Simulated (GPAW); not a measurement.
# The basis that the transmission of a Sn chain with a Li atom on top of one atom needs, part 2 of 2

Wanted: the zero-bias transmission of a Sn chain with a Li atom on top of one atom on a ladder of levels, with run times.

GPAW 26.7.0; GPAW LCAO, PAW setups; Landauer transmission from Green's functions with principal layers (ASE), zero bias.

So far, transmission at the Fermi level (one spin): step 2 (double-zeta polarised basis, PBE, GPAW) 2.96; step 3 (basis szp(dzp), PBE, GPAW) 2.95; step 4 (basis sz(dzp), PBE, GPAW) 2.92; step 5 (LDA) 2.96.

## 8. Broadening 0.05

The broadening keeps the Green's functions finite; too large a value absorbs electrons where channels are open and leaks them where none are.

This step: GPAW LCAO, PAW setups; Landauer transmission from Green's functions with principal layers (ASE), zero bias (GPAW 26.7.0).

Contents of run.py:

```python
import json
import numpy as np
from ase import Atoms
from ase.transport.calculators import TransportCalculator
from gpaw import GPAW, FermiDirac
from gpaw.lcao.tools import get_lcao_hamiltonian
from scipy.linalg import eigh

# The junction with lead layers at both ends, along the third cell vector
device = Atoms(
    ['Sn', 'Sn', 'Sn', 'Sn', 'Sn', 'Sn', 'Li', 'Sn', 'Sn', 'Sn', 'Sn', 'Sn'],
    positions=[
        [4.50000, 4.50000, 1.37500],
        [4.50000, 4.50000, 4.12500],
        [4.50000, 4.50000, 6.87500],
        [4.50000, 4.50000, 9.62500],
        [4.50000, 4.50000, 12.37500],
        [4.50000, 4.50000, 15.12500],
        [7.16180, 4.50000, 15.12500],
        [4.50000, 4.50000, 17.87500],
        [4.50000, 4.50000, 20.62500],
        [4.50000, 4.50000, 23.37500],
        [4.50000, 4.50000, 26.12500],
        [4.50000, 4.50000, 28.87500]],
    cell=[[9.0, 0.0, 0.0], [0.0, 9.0, 0.0], [0.0, 0.0, 30.25]],
    pbc=True)

# One principal layer of the lead: the first 3 atoms of the device
lead = Atoms(
    ['Sn', 'Sn', 'Sn'],
    positions=[
        [4.50000, 4.50000, 1.37500],
        [4.50000, 4.50000, 4.12500],
        [4.50000, 4.50000, 6.87500]],
    cell=[[9.0, 0.0, 0.0], [0.0, 9.0, 0.0], [0.0, 0.0, 8.25]],
    pbc=True)

settings = dict(mode='lcao', basis='dzp', xc='PBE', h=0.2,
                occupations=FermiDirac(0.1), maxiter=250,
                mixer=dict(beta=0.1, nmaxold=8, weight=100.0),
                convergence=dict(density=0.0001))
energies = np.arange(-3, 3 + 1e-9, 0.075)
eta = 0.05
n1, n2 = 1, 1
# k and -k transmit alike, so half of the mesh across the current serves
mesh = [(i, j) for i in range(n1) for j in range(n2) if (i, j) <= (-i % n1, -j % n2)]
weights = np.array([1 if (i, j) == (-i % n1, -j % n2) else 2 for i, j in mesh]) / (n1 * n2)

# [... helper functions left out ...]
fermi_lead = ground_state(lead, (1, 1, 14), 'lead.txt')
fermi_device = ground_state(device, (1, 1, 3), 'device.txt')
# [... loop over the mesh left out, but for ...]
        # Shift the lead onto the potential of the device's first layer
        shift = ((H[:, 0, 0] - H0[:, 0, 0]) / S0[0, 0]).real.mean()
# [...]
kT = 8.617333e-5 * 500
bias = [0.1, 0.2, 0.5, 1.0, 1.5, 2.0]
# [... integrals and printing left out ...]
```

Run with:

```bash
> OMP_NUM_THREADS=1 OPENBLAS_NUM_THREADS=1 python run.py
```

The program printed:

```text
basis functions: device 258, principal layer 69
Fermi level: lead -2.9469 eV, device -2.6929 eV; lead shifted by 0.0244 eV
largest coupling past the next layer 3.84e-07 eV, largest misfit of the first layer 0.021 eV
  E-E_F (eV)   T (one spin)  [channel counts left out]
    -3.000    6.5299e-03
    -2.925    5.9180e-03
    -2.850    8.3850e-03
    -2.775    2.0854e-02
    -2.700    1.2865e-01
    -2.625    5.3166e-01
    -2.550    6.5723e-01
    -2.475    6.9489e-01
    -2.400    7.1243e-01
    -2.325    7.2258e-01
    -2.250    7.2925e-01
    -2.175    7.3401e-01
    -2.100    7.3760e-01
    -2.025    7.4042e-01
    -1.950    7.4268e-01
    -1.875    7.4448e-01
[...]
2.475    1.8278e+00
     2.550    1.7978e+00
     2.625    1.7603e+00
     2.700    1.7129e+00
     2.775    1.6523e+00
     2.850    1.5740e+00
     2.925    1.4721e+00
     3.000    1.3393e+00
conductance at 500 K: 1.6435 G0 a cell; thermopower -3.228 uV/K
current from the zero-bias T(E) at 0.1 V: 12.732 uA
current from the zero-bias T(E) at 0.2 V: 25.45 uA
current from the zero-bias T(E) at 0.5 V: 63.388 uA
current from the zero-bias T(E) at 1.0 V: 124.75 uA
current from the zero-bias T(E) at 1.5 V: 180.84 uA
current from the zero-bias T(E) at 2.0 V: 232.13 uA
```

The job ended after 37 s (1 thread of Arm Neoverse V2, shared host; peak memory 1 GiB).

The run finished with changed settings (eta = 0.05); it serves as a test.

Side by side:

```tsv
quantity	this run	sound run	difference
conductance (G₀)	1.6435	2.9558	-1.31
transmission at the Fermi level (one spin)	1.6458	2.9561	-1.31
```

The two runs differ clearly in the conductance: 1.64 G₀ against 2.96 G₀.

## 9. Density threshold 0.01

The Hamiltonian is taken from the last density. The density threshold is one of the tests that end the cycle; the energy must settle too, so a loose value may not be the test that decides.

run.py: that of step 8 with these lines changed.

```diff
@@ -40,5 +40,5 @@
                 mixer=dict(beta=0.1, nmaxold=8, weight=100.0),
-                convergence=dict(density=0.0001))
+                convergence=dict(density=0.01))
 energies = np.arange(-3, 3 + 1e-9, 0.075)
-eta = 0.05
+eta = 0.0001
 n1, n2 = 1, 1
```

The program printed:

```text
basis functions: device 258, principal layer 69
Fermi level: lead -2.9461 eV, device -2.6948 eV; lead shifted by -0.0518 eV
largest coupling past the next layer 3.84e-07 eV, largest misfit of the first layer 0.219 eV
  E-E_F (eV)   T (one spin)  [channel counts left out]
    -3.000    2.4286e-08
    -2.925    3.1349e-08
    -2.850    7.4642e-08
    -2.775    9.4282e-07
    -2.700    9.1169e-01
    -2.625    9.6932e-01
    -2.550    9.8406e-01
    -2.475    9.9061e-01
    -2.400    9.9416e-01
    -2.325    9.9626e-01
    -2.250    9.9755e-01
    -2.175    9.9835e-01
    -2.100    9.9883e-01
    -2.025    9.9911e-01
    -1.950    9.9926e-01
    -1.875    9.9933e-01
[...]
2.475    2.6261e+00
     2.550    2.5780e+00
     2.625    2.5350e+00
     2.700    2.5006e+00
     2.775    2.4788e+00
     2.850    2.4748e+00
     2.925    2.4953e+00
     3.000    2.5492e+00
conductance at 500 K: 2.9683 G0 a cell; thermopower -0.007195 uV/K
current from the zero-bias T(E) at 0.1 V: 22.999 uA
current from the zero-bias T(E) at 0.2 V: 46.001 uA
current from the zero-bias T(E) at 0.5 V: 115.04 uA
current from the zero-bias T(E) at 1.0 V: 229.74 uA
current from the zero-bias T(E) at 1.5 V: 328.87 uA
current from the zero-bias T(E) at 2.0 V: 407.47 uA
```

Wall time 27 s (1 thread); peak memory 1 GiB.

The run finished with changed settings (conv = 0.01); it serves as a test.

Side by side:

```tsv
quantity	this run	sound run	difference
conductance (G₀)	2.9683	2.9558	0.0126
largest coupling past the next principal layer (eV)	3.837e-7	3.838e-7	-9.1e-11
largest misfit of the first principal layer (eV)	0.21870	0.020701	0.198
shift that aligns the lead (eV)	-0.051796	0.024392	-0.0762
transmission at the Fermi level (one spin)	2.9675	2.9561	0.0114
```

The shift that aligns the lead changes sign: -0.0518 eV against 0.0244 eV.

## 10. Results

```json
{
  "conductance": "2.96 G₀",
  "transmission at the Fermi level, mean of the spins": "2.96",
  "thermopower": "about 0 (under 1.5 μV/K)"
}
```

What this shows: In the dzp basis the junction conducts 2.96 G₀ at 500 K, with T = 2.96 a spin at the Fermi level; the sz basis reaches that conductance within 10 %. At the Fermi level the three most open eigenchannels pass 1.00, 1.00 and 0.96. Measured against the first run (dzp), the nearest curve is that of dzp-LDA (r.m.s. 0.11) and the farthest that of sz (0.17). Over the compared runs wall time goes from 24 s (sz) to 39 s (dzp), on a shared host. The geometry was built from estimated bond lengths and not relaxed, so the numbers describe this model structure. The run had no spin polarisation, so a magnetic state, which chains and small molecules with open shells often have, wasn't tested. Spin-orbit coupling is left out, which matters for the heavy atoms here. An evenly spaced straight chain is an idealisation: free chains tend to dimerise, zigzag or, where a band edge lies near the Fermi level, turn magnetic. The currents use the zero-bias T(E) throughout, which holds only while the bias is small against the distance to the nearest feature. The energy step is wider than the thermal energy, so the conductance and thermopower rest on interpolation of T(E).

[Logs are printed without paths, hosts, clocks, repeated set-up lines and the standing remarks that a program may print on its own settings, such as how far it seeks lower states.]

[Hosts, paths, dates, database ids (printed as entryN), source tags and the programs' standing remarks are cut or masked in the printed files.]
